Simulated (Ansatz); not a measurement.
In doubt: masses and optical values from hybrid runs of this build are listed as unsure (in some of the runs), which bears on the screening that GW takes from such a start.

Two G0W0 runs on TiO2 (Rutile).

```yaml
crystal:
  lattice:
    - [4.59220, 0.00000, 0.00000]
    - [0.00000, 4.59220, 0.00000]
    - [0.00000, 0.00000, 2.95740]
  atoms:
    - { symbol: Ti, position: [0.00000, 0.00000, 0.00000] }
    - { symbol: Ti, position: [0.50000, 0.50000, 0.50000] }
    - { symbol: O, position: [0.30496, 0.30496, 0.00000] }
    - { symbol: O, position: [0.19504, 0.80496, 0.50000] }
    - { symbol: O, position: [0.69504, 0.69504, 0.00000] }
    - { symbol: O, position: [0.80496, 0.19504, 0.50000] }
```

The cell and positions come from the Crystallography Open Database and are kept as given unless a step says otherwise. PAW set soft_2, made with PBE.

The first (Ansatz 0.2.0; start PBE with 50 % exact exchange, 4×4×6 mesh, 260 empty bands, screening to 150 eV; 1 × NVIDIA H100 80GB HBM3 (shared by 3 runs) with 3 threads of AMD EPYC 7R13 (Zen 3), shared host) gave, on its mesh: starting gap 6.70 eV, G0W0 gap 4.40 eV, RPA ε∞ (mean) 3.57, 1.9 min.

**Question.** The second changes start from PBE with 50 % exact exchange to Hartree-Fock. What does it give?

It gave: starting gap 12.50 eV, G0W0 gap 5.05 eV, RPA ε∞ (mean) 2.44, 46 s. The G0W0 gap moves by +0.65 eV, +5.80 eV from the start and −5.15 eV from the correction.

Limits: not at the basis limit.

[Paths, hosts, dates, memory and timing lines, banners, echoed tables and standing remarks are left out of the program output.]

[Logs are printed without paths, hosts, clocks, repeated set-up lines and the standing remarks that a program may print on its own settings, such as how far it seeks lower states.]

[Runs of the session that timed out or met a known fault of the program may be left out.]

[Cells called generated may have been cut or substituted from an entry of the Crystallography Open Database or the Materials Project.]

[Hosts, paths, dates, database ids (printed as entryN), source tags and the programs' standing remarks are cut or masked in the printed files.]
